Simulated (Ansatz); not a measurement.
An input for Ansatz 0.2.0 (BaThO3 (Pm-3m)):

```yaml
crystal:
  lattice:
    - [4.48, 0.0, 0.0]
    - [0.0, 4.48, 0.0]
    - [0.0, 0.0, 4.48]
  atoms:
    - { symbol: Ba, position: [0.0, 0.0, 0.0] }
    - { symbol: Th, position: [0.5, 0.5, 0.5] }
    - { symbol: O, position: [0.5, 0.5, 0.0] }
    - { symbol: O, position: [0.0, 0.5, 0.5] }
    - { symbol: O, position: [0.5, 0.0, 0.5] }
kpoints:
  mp_grid: { grid: [8, 8, 8] }
hamiltonian:
  xc: lda
  pseudopotentials: { kind: paw, source: ansatz }
scf:
  occupations: { method: fixed }
gw:
  n_empty_bands: 302
  ecut_chi: 130.0
  qp_bands: [v2, c2]
  qp_kpoints: band_edges
  screening: { model: contour_deformation }
```

The database entry behind the starting cell is an old determination (1934), so it need not match the best structure at ambient conditions.

```sh
ansatz run input.yaml --threads 16 --pin off --max-ram 82944MiB --backend cuda --events-out ev --progress --plain --runs-dir out --devices 1 --max-vram 78GiB
```

Q: Estimate wall time and host memory on 1 × NVIDIA GB200 (shared by 2 runs) with 16 threads of Arm Neoverse V2, shared host.

It took 44 s; on shared hardware allow 22 s to 88 s. Peak host memory was 3.2 GiB. The sizes that set the cost: 5743 plane waves a state, 35 irreducible k points, 322 bands summed, 305 plane waves in the screening and 9 SCF cycles.

The screening grows as filled bands × empty bands × pairs of k points, times the square of the screening basis for the matrix.

[Paths, hosts, dates, memory and timing lines, banners, echoed tables and standing remarks are left out of the program output.]

[Logs are printed without paths, hosts, clocks, repeated set-up lines and the standing remarks that a program may print on its own settings, such as how far it seeks lower states.]

[Runs of the session that timed out or met a known fault of the program may be left out.]

[Cells called generated may have been cut or substituted from an entry of the Crystallography Open Database or the Materials Project.]

[Hosts, paths, dates, database ids (printed as entryN), source tags and the programs' standing remarks are cut or masked in the printed files.]
